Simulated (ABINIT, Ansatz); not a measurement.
**Te (P3_121): G0W0 on several meshes in ABINIT**

Wanted: mesh dependence and cost of G0W0 for Te (P3_121).

Program: ABINIT 10.8.3. Level of theory: PBE and many-body steps on it, plane waves. Results are calculated unless marked as measured.

**1. The starting structure**

The structure is trigonal, space group P3_121 (No. 152). Conventional cell: a = 4.457 Å, b = 4.457 Å, c = 5.929 Å, α = 90.00°, β = 90.00°, γ = 120.00°. Te has 2 Te at 2.84 Å nearest.

The cell and positions come from the Crystallography Open Database and are kept as given unless a step says otherwise. Spin-orbit coupling is left out unless a step names it.

**2. Empty states on the mesh, 3×3×2 mesh, 759 bands**

This step: ABINIT 10.8.3; DFT, PBE, plane waves, norm-conserving pseudopotentials.

The sums over transitions need many empty states on a uniform mesh; this step solves for them.

File run.abi:

```
acell 3*1.0 Angstrom
rprim 
  4.457199999972 0.000000000006 0.000000000000
  -2.228599999992 3.860048429721 0.000000000000
  0.000000000000 0.000000000000 5.929000000000
ntypat 1
znucl 52
natom 3
typat 1 1 1
xred 
  0.263300000000 0.000000000000 0.333333333333
  0.000000000000 0.263300000000 0.666666666667
  0.736700000000 0.736700000000 -0.000000000000
pp_dirpath "pseudos"
pseudos "Te.upf"
ecut 39
ngkpt 3 3 2
nshiftk 1
shiftk 0 0 0
kptopt 1
chksymbreak 0
iscf -2
irdden 1
istwfk *1
nband 759
nbdbuf 68
tolwfr 1e-09
nstep 60
prtvol 0
indata_prefix "in"
outdata_prefix "out"
tmpdata_prefix "tmp"
```

Launch:

```bash
OMP_NUM_THREADS=2 mpirun -n 6 abinit run.abi > log
```

Numbers of over 12 decimals in the logs are rounded to 6 here.

The log of the run:

```text
.Version 10.8.3 of ABINIT. v10.8.2 released Aug 2026.

 Symmetries : space group P3_1 2 1 (#152); Bravais hP (primitive hexag.)
[... echo of the input left out ...]
== DATASET  1 ==================================================================
-   mpi_nproc: 6, omp_nthreads: 2 (-1 if OMP is not activated)

--- !DatasetInfo
iteration_state: {dtset: 1, }
dimensions: {natom: 3, nkpt: 6, mband: 759, nsppol: 1, nspinor: 1, nspden: 1, mpw: 8029, }
cutoff_energies: {ecut:  39.0, pawecutdg:  -1.0, }
[...]
7.45335    7.45335    7.47519    7.48892    7.48894    7.49859    7.53842    7.53864
   7.53920    7.54832    7.54851    7.56377    7.56406    7.56431    7.57567    7.58086
   7.58281    7.61155    7.62746    7.63603    7.64215    7.65273    7.67674
 prteigrs : prtvol=0 or 1, do not print more k-points.

== END DATASET(S) ==============================================================
================================================================================

 -outvars: echo values of variables after computation  --------
            nband         759
             nkpt           6
          spgroup         152
 [... the other variables as echoed above ...]

 Calculation completed.
```

Elapsed: 7 min, on 6 MPI ranks of Arm Neoverse V2, shared host; peak memory 1.2 GiB.

Numbers from this step:

* gap: 0.1818 eV
* k of the valence top: 0.3333, 0.3333, 0.5
* k of the conduction bottom: 0.3333, 0.3333, 0.5
* least direct gap: 0.1818 eV
* k points computed: 6
* lowest point of the top converged band, above the valence top: 186.2630 eV

On this mesh the gap is 0.182 eV.

The density comes from a self-consistent run that is not shown.

**3. Screening, 3×3×2 mesh, 303 bands, screening to 176.9 eV**

The RPA dielectric matrix is built and inverted for each q.

This step: RPA screening on PBE, plane waves, norm-conserving pseudopotentials.

run.abi, as its differences from that of step 2:

```diff
@@ -21,10 +21,11 @@
 chksymbreak 0
-iscf -2
-irdden 1
 istwfk *1
-nband 759
-nbdbuf 68
-tolwfr 1e-09
-nstep 60
-prtvol 0
+occopt 1
+irdwfk 1
+optdriver 3
+nband 303
+ecuteps 6.5
+inclvkb 2
+awtr 1
+symchi 1
 indata_prefix "in"
```

Launch:

```bash
OMP_NUM_THREADS=1 mpirun -n 16 abinit run.abi > log
```

The log of the run:

```text
.Version 10.8.3 of ABINIT. v10.8.2 released Aug 2026.

 Symmetries : space group P3_1 2 1 (#152); Bravais hP (primitive hexag.)
[... echo of the input left out ...]
== DATASET  1 ==================================================================
-   mpi_nproc: 16, omp_nthreads: 1 (-1 if OMP is not activated)

--- !DatasetInfo
iteration_state: {dtset: 1, }
dimensions: {natom: 3, nkpt: 6, mband: 303, nsppol: 1, nspinor: 1, nspden: 1, mpw: 8029, }
cutoff_energies: {ecut:  39.0, pawecutdg:  -1.0, }
electrons: {nelect:   7.20000000E+01, charge:   0.00000000E+00, occopt:   1.00000000E+00, tsmear:   1.00000000E-02, }

 SCREENING: Calculation of the susceptibility and dielectric matrices

 Based on a program developped by R.W. Godby, V. Olevano, G. Onida, and L. Reining.
 Incorporated in ABINIT by V. Olevano, G.-M. Rignanese, and M. Torrent.
.Using double precision arithmetic ; gwpc =  8

[... cell and pseudopotentials left out ...]
--------------------------------------------------------------------------------

 ==== K-mesh for the wavefunctions ====
 Number of points in the irreducible wedge :     6
[... list of points left out ...]
 Together with  6 symmetry operations and time-reversal symmetry
 yields    18 points in the full Brillouin Zone.

 ==== Q-mesh for the screening function ====
 Number of points in the irreducible wedge :     6
[... list of points left out ...]
 Together with  6 symmetry operations and time-reversal symmetry
 yields    18 points in the full Brillouin Zone.

 setmesh: FFT mesh size selected  =    30x   30x   45
          total number of points  =        40500

 vcoul_init : cutoff-mode = AUXILIARY_FUNCTION
 q-points for optical limit:   1
     1)      0.000010    0.000020    0.000030

- screening: taking advantage of time-reversal symmetry
- Maximum band index for partially occupied states nbvw = 36
- Remaining bands to be divided among processors   nbcw = 267
- Number of bands treated by each node ~16

 Number of electrons calculated from density =   72.0000; Expected =   72.0000
 average of density, n =  0.104592
 r_s =    1.3167
 omega_plasma =   31.1965 [eV]

 calculating chi0 at frequencies [eV] :
  1    0.000000E+00    0.000000E+00
  2    0.000000E+00    3.119646E+01

--------------------------------------------------------------------------------
  q-point number  1        q = ( 0.000000, 0.000000, 0.000000) [r.l.u.]
--------------------------------------------------------------------------------
[... chi0 elements left out ...]
 For q-point:  0.000010 0.000020 0.000030
  dielectric constant =   1.40723E+03
  dielectric constant without local fields =   1.74709E+03

  Average fulfillment of the sum rule on Im[epsilon] for q-point    1 :     71.40  [%]
[... wings left out ...]
  q-point number  2        q = ( 0.333333, 0.000000, 0.000000) [r.l.u.]
--------------------------------------------------------------------------------
[... chi0 elements left out ...]
  Average fulfillment of the sum rule on Im[epsilon] for q-point    2 :     75.10  [%]

 [... 4 further q-points ...]
```

The job ended after 81 s (16 MPI ranks; peak memory 5.3 GiB).

This step gave:

```yaml
eps_infinity_with_local_fields_on_this_mesh_along_the_program_s_q_direction: 1407
the_same_without_local_fields: 1747
plasma_frequency: 31.20 eV
plane_waves_in_the_screening_matrix: 529
```

Local fields lower ε∞ by 19 %. The value itself is an artefact of the mesh, where one narrow direct gap carries too much weight.

**4. 3×3×2**

The self-energy is evaluated for the states that the input lists, and the levels follow from it, in one-shot runs by the linearised quasiparticle equation.

This step: G0W0 on PBE, plane waves, norm-conserving pseudopotentials.

run.abi, as its differences from that of step 3:

```diff
@@ -24,8 +24,17 @@
 irdwfk 1
-optdriver 3
+optdriver 4
 nband 303
+gwcalctyp 0
+ecutsigx 39
+symsigma 1
+nkptgw 2
+kptgw 
+  0.3333333333 0.3333333333 0.5000000000
+  0.0000000000 0.0000000000 0.0000000000
+bdgw 
+  35 39
+  34 38
 ecuteps 6.5
-inclvkb 2
-awtr 1
-symchi 1
+irdscr 1
+ppmodel 1
 indata_prefix "in"
```

The log of the run:

```text
.Version 10.8.3 of ABINIT. v10.8.2 released Aug 2026.

 Symmetries : space group P3_1 2 1 (#152); Bravais hP (primitive hexag.)
[... echo of the input left out ...]
== DATASET  1 ==================================================================
-   mpi_nproc: 16, omp_nthreads: 1 (-1 if OMP is not activated)

--- !DatasetInfo
iteration_state: {dtset: 1, }
dimensions: {natom: 3, nkpt: 6, mband: 303, nsppol: 1, nspinor: 1, nspden: 1, mpw: 8029, }
cutoff_energies: {ecut:  39.0, pawecutdg:  -1.0, }
electrons: {nelect:   7.20000000E+01, charge:   0.00000000E+00, occopt:   1.00000000E+00, tsmear:   1.00000000E-02, }

 SIGMA: Calculation of the GW corrections

 Based on a program developped by R.W. Godby, V. Olevano, G. Onida, and L. Reining.
 Incorporated in ABINIT by V. Olevano, G.-M. Rignanese, and M. Torrent.
.Using double precision arithmetic ; gwpc =  8

[... cell and pseudopotentials left out ...]
--------------------------------------------------------------------------------

 ==== K-mesh for the wavefunctions ====
 Number of points in the irreducible wedge :     6
[... list of points left out ...]
 Together with  6 symmetry operations and time-reversal symmetry
 yields    18 points in the full Brillouin Zone.

 ==== Q-mesh for screening function ====
 Number of points in the irreducible wedge :     6
[... list of points left out ...]
 Together with  6 symmetry operations and time-reversal symmetry
 yields    18 points in the full Brillouin Zone.

 vcoul_init : cutoff-mode = AUXILIARY_FUNCTION
 q-points for optical limit:   1
     1)      0.000010    0.000020    0.000030
 setmesh: FFT mesh size selected  =    45x   45x   72
          total number of points  =       145800

 Number of electrons calculated from density =   72.0000; Expected =   72.0000
 average of density, n =  0.104592
 r_s =    1.3167
 omega_plasma =   31.1965 [eV]

 === KS Band Gaps ===
  >>>> For spin  1
   Minimum direct gap =   0.1818 [eV], located at k-point      :   0.3333  0.3333  0.5000
   Fundamental gap    =   0.1818 [eV], Top of valence bands at :   0.3333  0.3333  0.5000
                                       Bottom of conduction at :   0.3333  0.3333  0.5000
 SIGMA fundamental parameters:
 PLASMON POLE MODEL  1
 number of plane-waves for SigmaX                 8029
 number of plane-waves for SigmaC and W            529
 number of plane-waves for wavefunctions          8029
 number of bands                                   303
 number of independent spin polarizations            1
 number of spinorial components                      1
 number of k-points in IBZ                           6
 number of q-points in IBZ                           6
 number of symmetry operations                       6
 number of k-points in BZ                           18
 number of q-points in BZ                           18
 number of frequencies for dSigma/dE                 9
 frequency step for dSigma/dE [eV]                0.25
 number of omega for Sigma on real axis              0
 max omega for Sigma on real axis  [eV]           0.00
 zcut for avoiding poles [eV]                     0.10

 EPSILON^-1 parameters (SCR file):
 dimension of the eps^-1 matrix on file            529
 dimension of the eps^-1 matrix used               529
 number of plane-waves for wavefunctions          8029
 number of bands                                   303
 number of q-points in IBZ                           6
 number of frequencies                               2
 number of real frequencies                          1
 number of imag frequencies                          1

 matrix elements of self-energy operator (all in [eV])

 Perturbative Calculation

--- !SelfEnergy_ee
iteration_state: {dtset: 1, }
kpoint     : [   0.333,    0.333,    0.500, ]
spin       : 1
KS_gap     :    0.182
QP_gap     :    0.455
Delta_QP_KS:    0.273
data: !SigmaeeData |
     Band     E0 <VxcDFT>   SigX SigC(E0)      Z dSigC/dE  Sig(E)    E-E0       E
       35   6.789 -13.358 -14.464   0.707   0.790  -0.266 -13.673  -0.315   6.473
       36   6.789 -13.358 -14.464   0.707   0.790  -0.266 -13.673  -0.315   6.473
       37   6.970 -12.734  -9.278  -3.510   0.792  -0.262 -12.776  -0.042   6.928
       38   8.255 -12.751  -9.028  -3.769   0.791  -0.264 -12.787  -0.036   8.218
       39   8.255 -12.751  -9.028  -3.769   0.791  -0.264 -12.787  -0.036   8.218

--- !SelfEnergy_ee
iteration_state: {dtset: 1, }
kpoint     : [   0.000,    0.000,    0.000, ]
spin       : 1
KS_gap     :    1.788
QP_gap     :    2.171
Delta_QP_KS:    0.383
data: !SigmaeeData |
     Band     E0 <VxcDFT>   SigX SigC(E0)      Z dSigC/dE  Sig(E)    E-E0       E
       34   5.149 -12.231 -14.293   1.517   0.783  -0.277 -12.658  -0.426   4.723
       35   5.149 -12.231 -14.293   1.517   0.783  -0.277 -12.658  -0.426   4.723
       36   6.054 -12.584 -14.420   1.313   0.786  -0.273 -12.994  -0.411   5.643
       37   7.841 -13.079  -9.444  -3.671   0.788  -0.269 -13.107  -0.028   7.813
       38   7.841 -13.079  -9.444  -3.671   0.788  -0.269 -13.107  -0.028   7.813

== END DATASET(S) ==============================================================
================================================================================

 -outvars: echo values of variables after computation  --------
           etotal      0.0000000000E+00
            nband         303
             nkpt           6
          spgroup         152
 [... the other variables as echoed above ...]

 Calculation completed.
```

The job ended after 19 s (16 MPI ranks; peak memory 4.4 GiB; 5 min of CPU time).

This step gave:

```
G0W0 gap on the points computed              : 0.4550 eV
starting gap on the mesh                     : 0.1818 eV
k of the valence top                         : 0.3333, 0.3333, 0.5
k of the conduction bottom                   : 0.3333, 0.3333, 0.5
Z at the valence top                         : 0.79
Z at the conduction bottom                   : 0.792
least direct G0W0 gap on the computed points : 0.4550 eV
```

The gap on the mesh goes from 0.18 eV to 0.46 eV, a correction of +0.27 eV.

**5. Empty states on the mesh, 3×3×4 mesh, 333 bands**

This step: DFT, PBE, plane waves, norm-conserving pseudopotentials.

run.abi, as its differences from that of step 4:

```diff
@@ -16,3 +16,3 @@
 ecut 39
-ngkpt 3 3 2
+ngkpt 3 3 4
 nshiftk 1
@@ -21,20 +21,10 @@
 chksymbreak 0
+iscf -2
+irdden 1
 istwfk *1
-occopt 1
-irdwfk 1
-optdriver 4
-nband 303
-gwcalctyp 0
-ecutsigx 39
-symsigma 1
-nkptgw 2
-kptgw 
-  0.3333333333 0.3333333333 0.5000000000
-  0.0000000000 0.0000000000 0.0000000000
-bdgw 
-  35 39
-  34 38
-ecuteps 6.5
-irdscr 1
-ppmodel 1
+nband 333
+nbdbuf 30
+tolwfr 1e-09
+nstep 60
+prtvol 0
 indata_prefix "in"
```

Launch:

```bash
OMP_NUM_THREADS=1 mpirun -n 10 abinit run.abi > log
```

The log of the run:

```text
.Version 10.8.3 of ABINIT. v10.8.2 released Aug 2026.

 Symmetries : space group P3_1 2 1 (#152); Bravais hP (primitive hexag.)
[... echo of the input left out ...]
== DATASET  1 ==================================================================
-   mpi_nproc: 10, omp_nthreads: 1 (-1 if OMP is not activated)

--- !DatasetInfo
iteration_state: {dtset: 1, }
dimensions: {natom: 3, nkpt: 10, mband: 333, nsppol: 1, nspinor: 1, nspden: 1, mpw: 8029, }
cutoff_energies: {ecut:  39.0, pawecutdg:  -1.0, }
[...]
3.96042    3.97218    3.97218    3.97937    3.97937    4.01645    4.02437    4.02759
   4.02759    4.04832    4.04833    4.04996    4.05496    4.05496    4.07213    4.07382
   4.07393    4.07580    4.09392    4.09401    4.11768
 prteigrs : prtvol=0 or 1, do not print more k-points.

== END DATASET(S) ==============================================================
================================================================================

 -outvars: echo values of variables after computation  --------
            nband         333
             nkpt          10
          spgroup         152
 [... the other variables as echoed above ...]

 Calculation completed.
```

It took 2.4 min on 10 MPI ranks; peak memory 1.1 GiB.

Numbers from this step:

| Property | Result |
| --- | --- |
| gap | 0.1818 eV |
| k of the valence top | 0.3333, 0.3333, 0.5 |
| k of the conduction bottom | 0.3333, 0.3333, 0.5 |
| least direct gap | 0.1818 eV |
| k points computed | 10 |
| lowest point of the top converged band, above the valence top | 94.0600 eV |

On this mesh the gap is 0.182 eV.

**6. Screening, 3×3×4 mesh, 303 bands, screening to 176.9 eV**

This step: RPA screening on PBE, plane waves, norm-conserving pseudopotentials.

run.abi, as its differences from that of step 5:

```diff
@@ -21,10 +21,11 @@
 chksymbreak 0
-iscf -2
-irdden 1
 istwfk *1
-nband 333
-nbdbuf 30
-tolwfr 1e-09
-nstep 60
-prtvol 0
+occopt 1
+irdwfk 1
+optdriver 3
+nband 303
+ecuteps 6.5
+inclvkb 2
+awtr 1
+symchi 1
 indata_prefix "in"
```

Launch:

```bash
OMP_NUM_THREADS=1 mpirun -n 16 abinit run.abi > log
```

The log of the run:

```text
.Version 10.8.3 of ABINIT. v10.8.2 released Aug 2026.

 Symmetries : space group P3_1 2 1 (#152); Bravais hP (primitive hexag.)
[... echo of the input left out ...]
== DATASET  1 ==================================================================
-   mpi_nproc: 16, omp_nthreads: 1 (-1 if OMP is not activated)

--- !DatasetInfo
iteration_state: {dtset: 1, }
dimensions: {natom: 3, nkpt: 10, mband: 303, nsppol: 1, nspinor: 1, nspden: 1, mpw: 8029, }
cutoff_energies: {ecut:  39.0, pawecutdg:  -1.0, }
electrons: {nelect:   7.20000000E+01, charge:   0.00000000E+00, occopt:   1.00000000E+00, tsmear:   1.00000000E-02, }

 SCREENING: Calculation of the susceptibility and dielectric matrices

 Based on a program developped by R.W. Godby, V. Olevano, G. Onida, and L. Reining.
 Incorporated in ABINIT by V. Olevano, G.-M. Rignanese, and M. Torrent.
.Using double precision arithmetic ; gwpc =  8

[... cell and pseudopotentials left out ...]
--------------------------------------------------------------------------------

 ==== K-mesh for the wavefunctions ====
 Number of points in the irreducible wedge :    10
[... list of points left out ...]
 Together with  6 symmetry operations and time-reversal symmetry
 yields    36 points in the full Brillouin Zone.

 ==== Q-mesh for the screening function ====
 Number of points in the irreducible wedge :    10
[... list of points left out ...]
 Together with  6 symmetry operations and time-reversal symmetry
 yields    36 points in the full Brillouin Zone.

 setmesh: FFT mesh size selected  =    30x   30x   45
          total number of points  =        40500

 vcoul_init : cutoff-mode = AUXILIARY_FUNCTION
 q-points for optical limit:   1
     1)      0.000010    0.000020    0.000030

- screening: taking advantage of time-reversal symmetry
- Maximum band index for partially occupied states nbvw = 36
- Remaining bands to be divided among processors   nbcw = 267
- Number of bands treated by each node ~16

 Number of electrons calculated from density =   72.0000; Expected =   72.0000
 average of density, n =  0.104592
 r_s =    1.3167
 omega_plasma =   31.1965 [eV]

 calculating chi0 at frequencies [eV] :
  1    0.000000E+00    0.000000E+00
  2    0.000000E+00    3.119646E+01

--------------------------------------------------------------------------------
  q-point number  1        q = ( 0.000000, 0.000000, 0.000000) [r.l.u.]
--------------------------------------------------------------------------------
[... chi0 elements left out ...]
 For q-point:  0.000010 0.000020 0.000030
  dielectric constant = 781.7487
  dielectric constant without local fields = 882.0511

  Average fulfillment of the sum rule on Im[epsilon] for q-point    1 :     71.41  [%]
[... wings left out ...]
  q-point number  2        q = ( 0.333333, 0.000000, 0.000000) [r.l.u.]
--------------------------------------------------------------------------------
[... chi0 elements left out ...]
  Average fulfillment of the sum rule on Im[epsilon] for q-point    2 :     75.11  [%]

 [... 8 further q-points ...]
```

The job ended after 3.5 min (16 MPI ranks; peak memory 7.9 GiB; 56 min of CPU time).

Numbers from this step:

| Item | Value |
| --- | --- |
| ε∞ with local fields, on this mesh, along the program's q direction | 781.7 |
| the same without local fields | 882.1 |
| plasma frequency | 31.20 eV |
| plane waves in the screening matrix | 529 |

(Continued in part 2 of 2.)

[Paths, hosts, dates, memory and timing lines, banners, echoed tables and standing remarks are left out of the program output.]

[Logs are printed without paths, hosts, clocks, repeated set-up lines and the standing remarks that a program may print on its own settings, such as how far it seeks lower states.]

[Runs of the session that timed out or met a known fault of the program may be left out.]

[Hosts, paths, dates, database ids (printed as entryN), source tags and the programs' standing remarks are cut or masked in the printed files.]

[G0W0 gaps are taken among the corrected bands and points alone; a level outside them can change the order at an edge.]

[Where Ansatz stands beside ABINIT at settings called matched, ABINIT's density can come from a denser mesh and the files from another edition; pairs whose starting gaps differed by over 0.03 eV were left out, so agreement reads better than it is.]
